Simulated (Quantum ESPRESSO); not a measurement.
# Core-hole calculation of the C K edge in LuC2 (I4/mmm), part 4 of 4

What does one-electron theory with a core hole give for the C K edge of LuC2 (I4/mmm)?

Quantum ESPRESSO 7.5; X-ray absorption near-edge structure, plane-wave PAW LDA, one-electron final states by a Lanczos continued fraction.

So far. Step 8 (Spectrum with XCH, C atom 2): Main maxima below 24 eV (height): 1.9 eV (1.67), 5.8 eV (1.27), 7.6 eV (1.28), 13.8 eV (1.28), 17.4 eV (1.02) and 20.4 eV (0.84).  Step 8 (Spectrum with XCH, C atom 2): The total-energy difference is 286.29 eV. One term is added: -6.67 eV, since the hole is spin-paired here and a spin-polarised one costs that much less in the free atom (computed apart). The photon energy is then 279.62 eV.

**12. Reference energy of the cell**

Level of this step: plane-wave PAW DFT, LDA, scalar-relativistic, self-consistent field (Quantum ESPRESSO).

The cell and mesh change for the next run, so it gets a reference energy of its own.

scf.in

```
&control
   calculation='scf', prefix='x', pseudo_dir='../pp', outdir='tmp', tprnfor=.true.
/
&system
   ibrav=0, nat=3, ntyp=2, nbnd=14
   ecutwfc=43, ecutrho=400
   occupations='smearing', smearing='mv', degauss=0.015
/
&electrons
   conv_thr=3.0e-08, electron_maxstep=120
   mixing_beta=0.5
/
ATOMIC_SPECIES
Lu 1.0 Lu.lda-spdn-kjpaw.UPF
C 1.0 C.lda-n-kjpaw.UPF
CELL_PARAMETERS angstrom
  0.00000000 -3.56591200 0.00000000
  -3.56591200 0.00000000 0.00000000
  1.78295600 -1.78295600 -3.02895000
ATOMIC_POSITIONS crystal
Lu   0.00000000 0.00000000 0.00000000
C    0.39206300 0.60793700 0.21587400
C    0.60793700 0.39206300 0.78412600
K_POINTS automatic
8 8 8 0 0 0
```

Started as:

```sh
$ OMP_NUM_THREADS=1 mpirun --oversubscribe --bind-to none -np 4 pw.x -nk 4 -in scf.in > scf.out
```

Output:

```text
     [... banner and references ...]
[banner, memory and clock lines left out]
using ibrav=0 with symmetry is DISCOURAGED, use correct ibrav instead

     G-vector sticks info

     bravais-lattice index     =            0
     lattice parameter (alat)  =       6.7386  a.u.
     unit-cell volume          =     259.9142 (a.u.)^3
     number of atoms/cell      =            3
     number of atomic types    =            2
[...]
convergence has been achieved in   9 iterations

     negative rho (up, down):  2.289E-04 0.000E+00

     Forces acting on atoms (cartesian axes, Ry/au):

     atom    1 type  1   force =     0.00000000   -0.00000000    0.00000000
     atom    2 type  2   force =     0.00000000    0.00000000    0.01145809
     atom    3 type  2   force =     0.00000000   -0.00000000   -0.01145809

     Total force =     0.016204     Total SCF correction =     0.000041

     XML data file, charge density, pseudopotentials, collected wavefunctions
[key lines of the parts left out:]
!    total energy              =    -685.51392362 Ry
the Fermi energy is    11.2404 ev
```

The job ended after 4.1 s (4 MPI ranks of Intel Xeon 6975P-C (Granite Rapids), shared host; peak memory 0.1 GiB; 16 s of CPU time).

**13. Cell with XCH, C atom 2**

A smaller cell brings the holes closer; here they are 3.6 Å apart.

Changed against the first core-hole run: supercell atoms from 15 to 3.

Edit scf.in of step 12 so:

```diff
@@ -4,3 +4,3 @@
 &system
-   ibrav=0, nat=3, ntyp=2, nbnd=14
+   ibrav=0, nat=3, ntyp=3, nbnd=14
    ecutwfc=43, ecutrho=400
@@ -14,2 +14,3 @@
 Lu 1.0 Lu.lda-spdn-kjpaw.UPF
+C0 1.0 C.lda-n-kjpaw-1sch.UPF
 C 1.0 C.lda-n-kjpaw.UPF
@@ -21,3 +22,3 @@
 Lu   0.00000000 0.00000000 0.00000000
-C    0.39206300 0.60793700 0.21587400
+C0   0.39206300 0.60793700 0.21587400
 C    0.60793700 0.39206300 0.78412600
```

Output:

```text
     [... banner and references ...]
[banner, memory and clock lines left out]
using ibrav=0 with symmetry is DISCOURAGED, use correct ibrav instead

     G-vector sticks info

     bravais-lattice index     =            0
     lattice parameter (alat)  =       6.7386  a.u.
     unit-cell volume          =     259.9142 (a.u.)^3
     number of atoms/cell      =            3
     number of atomic types    =            3
[...]
convergence has been achieved in   9 iterations

     negative rho (up, down):  5.757E-04 0.000E+00

     Forces acting on atoms (cartesian axes, Ry/au):

     atom    1 type  1   force =     0.00000000   -0.00000000   -0.00044707
     atom    2 type  2   force =     0.00000000    0.00000000    0.01697528
     atom    3 type  3   force =     0.00000000   -0.00000000   -0.01652820

     Total force =     0.023697     Total SCF correction =     0.000114

     XML data file, charge density, pseudopotentials, collected wavefunctions
[key lines of the parts left out:]
!    total energy              =    -689.91500963 Ry
the Fermi energy is    11.5938 ev
```

It took 4.3 s on 4 MPI ranks; peak memory 0.1 GiB.

**14. Spectrum with XCH, C atom 2**

Changed against the first core-hole run: supercell atoms from 15 to 3.

xspectra.in

```
&input_xspectra
   calculation='xanes_dipole', edge='K'
   prefix='x', outdir='tmp', xiabs=2, xe0=11.5938
   xonly_plot=.false., x_save_file='xanes.sav'
   xniter=3000, xcheck_conv=20, xerror=0.005
   xcoordcrys=.false., xepsilon(1)=1, xepsilon(2)=0, xepsilon(3)=0
/
&plot
   xnepoint=413, xemin=-10, xemax=45, terminator=.true., cut_occ_states=.true.
   xgamma=0.4
/
&pseudos
   filecore='../C.wfc'
/
&cut_occ
   cut_desmooth=0.1, cut_stepl=0.05, cut_stepu=0.05, cut_ierror=1e-5
/
10 10 10 0 0 0
```

Started as:

```sh
$ OMP_NUM_THREADS=1 mpirun --oversubscribe --bind-to none -np 4 xspectra.x -nk 4 -in xspectra.in > xspectra.out
```

Output:

```text
     [... banner and references ...]
Reading input_file

     calculation: xanes_dipole

     xepsilon  [cartesian coordinates]:   1.000000   0.000000   0.000000

     xonly_plot: FALSE
        => complete calculation: Lanczos + spectrum plot

     filecore (core-wavefunction file): ../C.wfc

     main plot parameters:
        cut_occ_states: TRUE
        gamma_mode:  constant
        -> using xgamma [eV]:  0.40
        xemin [eV]: -10.00
        xemax [eV]:  45.00
        xnepoint:  413
        xe0 [eV]:  11.593800 (energy zero read in input file)

[...]
Results of STEP 1 successfully written in x_save_file
     x_save_file name:
     ->  xanes.sav
     x_save_file version:  2

     ... End STEP 1 ...

     ... Begin STEP 2 ...

     The spectrum is calculated using the following parameters:
        xe0 [eV]:   11.5938
        the occupied states are elimintate from the spectrum
        xemin [eV]: -10.00
        xemax [eV]:  45.00
        xnepoint:  413
        constant broadening parameter [eV]:    0.400
        Core level energy [eV]:  -284.2
         (from electron binding energy of neutral atoms in X-ray data booklet)

     Cross-section successfully written in xanes.dat

     ... End STEP 2 ...

                                END JOB XSpectra
```

It took 49 s on 4 MPI ranks; peak memory 0.13 GiB.

These settings depart from the first run's and aren't meant as converged.

The scaled spectrum changes by 24 % r.m.s. The highest intensity below 16 eV goes from 1.9 eV (1.67) to 0.9 eV (2.15).

| E (eV) | first run | this run |
| --- | --- | --- |
| -2.0 | 0.08 | 0.10 |
| -0.5 | 0.32 | 0.41 |
| 1.0 | 1.48 | 2.14 |
| 2.5 | 1.39 | 0.66 |
| 4.0 | 0.80 | 0.90 |
| 5.5 | 1.25 | 1.28 |
| 7.0 | 1.18 | 1.44 |
| 8.5 | 1.00 | 0.87 |
| 10.0 | 0.51 | 0.43 |
| 11.5 | 0.66 | 0.76 |
| 13.0 | 1.15 | 1.15 |
| 14.5 | 1.01 | 0.79 |
| 16.0 | 0.80 | 0.84 |
| 17.5 | 1.00 | 0.98 |
| 19.0 | 0.80 | 0.94 |
| 20.5 | 0.83 | 0.82 |
| 22.0 | 0.81 | 0.77 |
| 23.5 | 0.56 | 0.44 |
| 25.0 | 0.49 | 0.45 |
| 26.5 | 0.50 | 0.57 |
| 28.0 | 0.66 | 0.69 |
| 29.5 | 0.92 | 0.86 |
| 31.0 | 0.60 | 0.48 |

**15. With and without the hole**

Both curves are counted from their own zero, so only the shift of weight within the empty states shows.

| E (eV) | no hole | XCH |
| --- | --- | --- |
| -2.0 | 0.06 | 0.08 |
| -1.0 | 0.12 | 0.17 |
| 0.0 | 0.44 | 0.79 |
| 1.0 | 0.88 | 1.48 |
| 2.0 | 1.24 | 1.67 |
| 3.0 | 1.32 | 1.01 |
| 4.0 | 0.89 | 0.80 |
| 5.0 | 0.97 | 1.18 |
| 6.0 | 1.20 | 1.25 |
| 7.0 | 1.30 | 1.18 |
| 8.0 | 1.49 | 1.19 |
| 9.0 | 1.42 | 0.82 |
| 10.0 | 1.00 | 0.51 |
| 11.0 | 0.60 | 0.51 |
| 12.0 | 0.73 | 0.79 |
| 13.0 | 0.84 | 1.15 |
| 14.0 | 1.16 | 1.24 |
| 15.0 | 0.90 | 0.85 |
| 16.0 | 0.76 | 0.80 |
| 17.0 | 0.72 | 0.98 |
| 18.0 | 0.83 | 0.76 |
| 19.0 | 1.03 | 0.80 |
| 20.0 | 1.09 | 0.80 |
| 21.0 | 1.12 | 0.78 |
| 22.0 | 1.06 | 0.81 |
| 23.0 | 0.99 | 0.66 |
| 24.0 | 0.78 | 0.49 |
| 25.0 | 0.68 | 0.49 |
| 26.0 | 0.53 | 0.44 |
| 27.0 | 0.61 | 0.54 |
| 28.0 | 0.63 | 0.66 |
| 29.0 | 0.74 | 0.83 |
| 30.0 | 0.97 | 0.80 |
| 31.0 | 1.02 | 0.60 |
| 32.0 | 0.85 | 0.45 |

With each curve scaled to its own mean, the area from −2 to 6 eV with the hole is 7.8 against 6.4, and the centre of weight from −1 to 20 eV moves by -0.5 eV: the hole pulls the absorber's empty states down.

**16. Outcome**

| Item | Value |
| --- | --- |
| absorber and edge | C K, atom 2 of the ground-state input (counted from 1) |
| surroundings | 1 C at 1.31 Å, 1 Lu at 2.38 Å and 4 Lu at 2.60 Å (6-fold, site symmetry 4mm) |
| highest intensity below 16 eV | 1.9 eV above the zero, height 1.67 |
| photon energy of the zero, with the added terms | 279.6 eV (raw 286.3 eV; LDA puts this hole about 3 eV below PBE, itself good to a few eV) |

The C K edge of atom 2, with 1 C at 1.31 Å, 1 Lu at 2.38 Å and 4 Lu at 2.60 Å (6-fold, site symmetry 4mm), has its highest intensity of the first 16 eV at 1.9 eV above the zero, near 282 eV in photon energy (LDA puts this hole about 3 eV below PBE, itself good to a few eV), 1.7 times the mean level of the first 20 eV (Lorentzian half width 0.4 eV). With each curve scaled to its own mean, the area from −2 to 6 eV with the hole is 7.8 against 6.4, and the centre of weight from −1 to 20 eV moves by -0.5 eV: the hole pulls the absorber's empty states down. A cell with holes 3.6 Å apart changes the curve by 24 % r.m.s. (17 % after the best shift). At the C K edge of atom 2 polarisation matters most near 1.9 eV, where the curves differ by 2.2 on this scale. Lanthanide 4f electrons are frozen in the core. The holes are only 6.1 Å apart, so the shape is probably not converged with cell size; no larger cell was run here. The structure is a computed Materials Project entry and may be a hypothetical form.

[Banner, clock and machine lines of the logs are left out without a mark of their own.]

[Logs are printed without paths, hosts, clocks, repeated set-up lines and the standing remarks that a program may print on its own settings, such as how far it seeks lower states.]

[Hosts, paths, dates, database ids (printed as entryN), source tags and the programs' standing remarks are cut or masked in the printed files.]

[Lists of maxima count a maximum above −3 eV only where it reaches 4 % of the highest in the window and stands out from its surroundings by 2 % of it (1.5 % where it reaches 55 %); shoulders and weaker maxima are passed over, and of the rest the first, up to two pre-edge ones and the few strongest are named.]
